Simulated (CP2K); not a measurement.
Consider 2-cyanothiazole at its PBE geometry (Å).

```xyz
9

N     3.4873   -0.1215    0.2561
C     2.3220   -0.1060    0.1783
C     0.9066   -0.0358    0.0685
N     0.0777   -1.0262    0.3534
C    -1.2124   -0.6347    0.1427
C    -1.3830    0.6582   -0.3088
S     0.1307    1.4294   -0.4796
H    -2.0203   -1.3376    0.3345
H    -2.3086    1.1741   -0.5451
```

Method: CP2K XAS_TDP, all-electron GAPW, PBEh(45%), aug-cc-pVDZ, TDA, GW2X-corrected core level, no relativity.

Where do the C K-edge lines lie, and how strong are they?

Leading lines: C2 288.26 eV, C3 287.38 eV, C5 287.87 eV and C6 286.72 eV. The leading line of an atom is its first one with 35 % of the strongest within 2.5 eV of its lowest line over the strength cut. Core ionisation energies at this level: C3 294.18, C5 293.37, C2 294.19 and C6 293.07 eV.

The first six lines of each atom with a strength over 0.0015:

```csv
atom,energy (eV),states,"strength, one atom",above the computed threshold
C2 (bonded to C and N),288.26,1,0.0289,
,288.68,1,0.0496,
,291.72,1,0.0290,
,293.13,1,0.0071,
,293.49,1,0.0018,
,293.59,1,0.0026,
"C3 (bonded to C, N and S)",287.38,1,0.0437,
,290.04,1,0.0326,
,291.44,1,0.0023,
,292.46,1,0.0041,
,292.99,1,0.0154,
,293.19,1,0.0085,
"C5 (bonded to C, N and H)",287.87,1,0.0453,
,288.91,1,0.0122,
,290.92,1,0.0115,
,291.18,1,0.0087,
,291.85,1,0.0030,
,292.20,1,0.0017,
"C6 (bonded to C, S and H)",286.72,1,0.0473,
,289.50,1,0.0316,
,290.09,1,0.0040,
,290.59,1,0.0131,
,291.00,1,0.0062,
,291.87,1,0.0052,
```

Lines are vertical, at one geometry, with no vibrational structure. GW2X ionisation energies and lines can be off by 1 to 2 eV either way, and a good line position may hide errors that cancel. These values hold no scalar relativity, about 0.1 eV for C 1s. Rydberg lines, and the discretised continuum above threshold, depend on the basis and the box.

[Banner, clock and machine lines of the logs are left out without a mark of their own.]

[Logs are printed without paths, hosts, clocks, repeated set-up lines and the standing remarks that a program may print on its own settings, such as how far it seeks lower states.]

[Hosts, paths, dates, database ids (printed as entryN), source tags and the programs' standing remarks are cut or masked in the printed files.]
